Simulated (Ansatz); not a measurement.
In doubt: masses and optical values from hybrid runs of this build are listed as unsure (in some of the runs), which bears on the screening that GW takes from such a start.

The crystal is MgH2 (P4_2/mnm).

Symmetry: P4_2/mnm, No. 136, tetragonal system. Conventional cell: a = 4.517 Å, b = 4.517 Å, c = 3.021 Å, α = 90.00°, β = 90.00°, γ = 90.00°. Mg has 6 H at 1.95 Å nearest. H has 3 Mg at 1.95 Å nearest. Farther neighbours are not listed.

```yaml
crystal:
  lattice:
    - [4.51680, 0.00000, 0.00000]
    - [0.00000, 4.51680, 0.00000]
    - [0.00000, 0.00000, 3.02050]
  atoms:
    - { symbol: Mg, position: [0.00000, 0.00000, 0.00000] }
    - { symbol: Mg, position: [0.50000, 0.50000, 0.50000] }
    - { symbol: H, position: [0.30600, 0.30600, 0.00000] }
    - { symbol: H, position: [0.19400, 0.80600, 0.50000] }
    - { symbol: H, position: [0.69400, 0.69400, 0.00000] }
    - { symbol: H, position: [0.80600, 0.19400, 0.50000] }
```

The cell and positions come from the Crystallography Open Database and are kept as given unless a step says otherwise. PAW set soft_2, made with PBE.

Gaps computed with Ansatz 0.2.0 without a self-energy: HSE06 4.81 eV, PBE0 5.54 eV and LDA 3.35 eV.

What gap should G0W0 on HSE06 give (4×4×6 mesh, 183 empty bands, screening to 120 eV, default PAW files)?

About 6.54 eV: on its mesh the run moves the gap from 5.03 eV by +1.52 eV. Among the scalar-relativistic levels given, PBE0 is nearest (−1.00 eV). Bands and cutoff are finite, so the gap is not at the basis limit. The miss can reach some tenths of an eV and take either sign; the mesh is an error of its own.

[Paths, hosts, dates, memory and timing lines, banners, echoed tables and standing remarks are left out of the program output.]

[Logs are printed without paths, hosts, clocks, repeated set-up lines and the standing remarks that a program may print on its own settings, such as how far it seeks lower states.]

[Runs of the session that timed out or met a known fault of the program may be left out.]

[Cells called generated may have been cut or substituted from an entry of the Crystallography Open Database or the Materials Project.]

[Hosts, paths, dates, database ids (printed as entryN), source tags and the programs' standing remarks are cut or masked in the printed files.]
